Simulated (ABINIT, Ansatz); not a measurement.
**NaAsF6 (Fm-3m): changed settings of a GW run in ABINIT**

What do changed inputs do to GW on NaAsF6 (Fm-3m)?

Main program and level: ABINIT 10.8.3; LDA and many-body steps on it, plane waves.

Most raw output is cut from this account.

### Step 1. Starting point

It takes space group Fm-3m (No. 225, cubic). Conventional cell: a = 7.966 Å, b = 7.966 Å, c = 7.966 Å, α = 90.00°, β = 90.00°, γ = 90.00°. Nearest to Na lie 6 F at 2.24 Å. Nearest to As lie 6 F at 1.74 Å. Nearest to F lie 1 As at 1.74 Å and 1 Na at 2.24 Å. Farther neighbours and most contacts between anions are not listed.

The cell and positions are those that the Materials Project relaxed with its own functionals (PBE, PBE+U or r2SCAN), kept fixed.

### Step 2. Screening, 2×2×2 mesh, 116 bands, screening to 114.3 eV

This step: ABINIT 10.8.3; RPA screening on LDA, plane waves, norm-conserving pseudopotentials.

The RPA dielectric matrix is built and inverted for each q.

run.abi reads:

```
acell 3*1.0 Angstrom
rprim 
  -0.000000000000 3.983049320000 3.983049320000
  3.983049320000 -0.000000000000 3.983049320000
  3.983049320000 3.983049320000 0.000000000000
ntypat 3
znucl 11 33 9
natom 8
typat 1 2 3 3 3 3 3 3
xred 
  0.500000000000 0.500000000000 0.500000000000
  0.000000000000 0.000000000000 0.000000000000
  0.781629880000 0.781629880000 0.218370120000
  0.218370120000 0.781629880000 0.218370120000
  0.781629880000 0.218370120000 0.218370120000
  0.218370120000 0.218370120000 0.781629880000
  0.781629880000 0.218370120000 0.781629880000
  0.218370120000 0.781629880000 0.781629880000
pp_dirpath "pseudos"
pseudos "Na.upf, As.upf, F.upf"
ecut 38
ngkpt 2 2 2
nshiftk 1
shiftk 0 0 0
kptopt 1
chksymbreak 0
istwfk *1
occopt 1
irdwfk 1
optdriver 3
nband 116
ecuteps 4.2
inclvkb 2
awtr 1
symchi 1
indata_prefix "in"
outdata_prefix "out"
tmpdata_prefix "tmp"
```

Command:

```sh
$ OMP_NUM_THREADS=1 mpirun -n 4 abinit run.abi > log
```

The job ended after 23 s (4 MPI ranks of Arm Neoverse V2, shared host; peak memory 1.4 GiB).

Numbers from this step:

```yaml
eps_infinity_with_local_fields_on_this_mesh_along_the_program_s_q_direction: 1.734
the_same_without_local_fields: 1.915
plasma_frequency: 26.83 eV
plane_waves_in_the_screening_matrix: 339
```

Local fields lower ε∞ by 9 %. On a Γ-centred mesh this coarse the value itself is usually too large, while a short band sum pulls it down.

### Step 3. Base

The self-energy is evaluated for the states that the input lists, and the levels follow from it, in one-shot runs by the linearised quasiparticle equation.

This step: G0W0 on LDA, plane waves, norm-conserving pseudopotentials.

run.abi, as its differences from that of step 2:

```diff
@@ -29,8 +29,15 @@
 irdwfk 1
-optdriver 3
+optdriver 4
 nband 116
+gwcalctyp 0
+ecutsigx 38
+symsigma 1
+nkptgw 1
+kptgw 
+  0.0000000000 0.0000000000 0.0000000000
+bdgw 
+  31 35
 ecuteps 4.2
-inclvkb 2
-awtr 1
-symchi 1
+irdscr 1
+ppmodel 1
 indata_prefix "in"
```

Run time: 5.4 s. Hardware: 4 MPI ranks; peak memory 1.3 GiB; 21 s of CPU time.

Numbers from this step:

| Item | Value |
| --- | --- |
| G0W0 gap on the points computed | 10.54 eV |
| starting gap on the mesh | 5.286 eV |
| k of the valence top | 0, 0, 0 |
| k of the conduction bottom | 0, 0, 0 |
| Z at the valence top | 0.826 |
| Z at the conduction bottom | 0.881 |
| least direct G0W0 gap on the computed points | 10.54 eV |

The gap on the mesh goes from 5.29 eV to 10.54 eV, a correction of +5.25 eV.

### Step 4. Broadening of the poles

run.abi, as its differences from that of step 3:

```diff
@@ -42,2 +42,3 @@
 ppmodel 1
+zcut 0.5 eV
 indata_prefix "in"
```

It took 5.4 s on 4 MPI ranks; peak memory 1.3 GiB.

Numbers from this step:

```
G0W0 gap on the points computed              : 10.54 eV
starting gap on the mesh                     : 5.286 eV
k of the valence top                         : 0, 0, 0
k of the conduction bottom                   : 0, 0, 0
Z at the valence top                         : 0.826
Z at the conduction bottom                   : 0.881
least direct G0W0 gap on the computed points : 10.54 eV
```

Against G0W0 in ABINIT (2×2×2 mesh, 116 bands, screening to 114.3 eV, Godby-Needs plasmon pole), the gap moves by +0.000 eV.

### Step 5. Point off the mesh

run.abi, as its differences from that of step 4:

```diff
@@ -36,5 +36,5 @@
 kptgw 
-  0.0000000000 0.0000000000 0.0000000000
+  0.137 0.291 0
 bdgw 
-  31 35
+  33 34
 ecuteps 4.2
@@ -42,3 +42,2 @@
 ppmodel 1
-zcut 0.5 eV
 indata_prefix "in"
```

It took 2 s on 4 MPI ranks; peak memory 0.06 GiB.

The run stopped with an error after 2 s.

The program's words: k-point [ 1.3700E-01,  2.9100E-01,  0.0000E+00]  not in the list of k points treated in the preparatory SCF run. Change kptgw, or shiftk of previous run.

The fault put into this input: point off the mesh.

### Step 6. The runs together

Times are wall times on 4 MPI ranks of Arm Neoverse V2, shared host, good to a factor of about two. A run's time includes the screening step that it read.

| run | mesh | bands | screening cutoff (eV) | DFT gap (eV) | gap on the mesh (eV) | direct (eV) | ε∞ used | time |
| --- | --- | --- | --- | --- | --- | --- | --- | --- |
| base | 2×2×2 | 116 | 114.3 | 5.286 | 10.539 | 10.539 | 1.73 | 28 s |
| broadening of the poles | 2×2×2 | 116 | 114.3 | 5.286 | 10.539 | 10.539 | 1.73 | 28 s |

### Step 7. What came out

| Property | Result |
| --- | --- |
| base | 10.539 eV |
| broadening of the poles | 10.539 eV |
| known limits | not at the basis limit; exchange with frozen shells missing; no spin-orbit coupling; coarse k mesh |

Broadening of the poles: no change against base (keys changed: zcut). Bands and cutoff are finite, so the gap is not at the basis limit. The miss can reach some tenths of an eV and take either sign; the mesh is an error of its own. In the G0W0 runs levels were corrected at 1 k point alone, so a gap called «on the mesh» is the least over those, and an edge elsewhere would be missed. The 2×2×2 mesh is coarse for this cell, which bears on the long-range parts of exchange and screening. The norm-conserving file of at least one element keeps a d shell over frozen s and p shells of the same row. Exchange with those shells is missing from the self-energy, an error of 0.3 to 0.9 eV in cases checked, whose sign depends on which edge lies on those atoms. The many-body steps are scalar-relativistic: spin-orbit coupling is not in them.

[Paths, hosts, dates, memory and timing lines, banners, echoed tables and standing remarks are left out of the program output.]

[Logs are printed without paths, hosts, clocks, repeated set-up lines and the standing remarks that a program may print on its own settings, such as how far it seeks lower states.]

[Runs of the session that timed out or met a known fault of the program may be left out.]

[Hosts, paths, dates, database ids (printed as entryN), source tags and the programs' standing remarks are cut or masked in the printed files.]

[G0W0 gaps are taken among the corrected bands and points alone; a level outside them can change the order at an edge.]

[Where Ansatz stands beside ABINIT at settings called matched, ABINIT's density can come from a denser mesh and the files from another edition; pairs whose starting gaps differed by over 0.03 eV were left out, so agreement reads better than it is.]
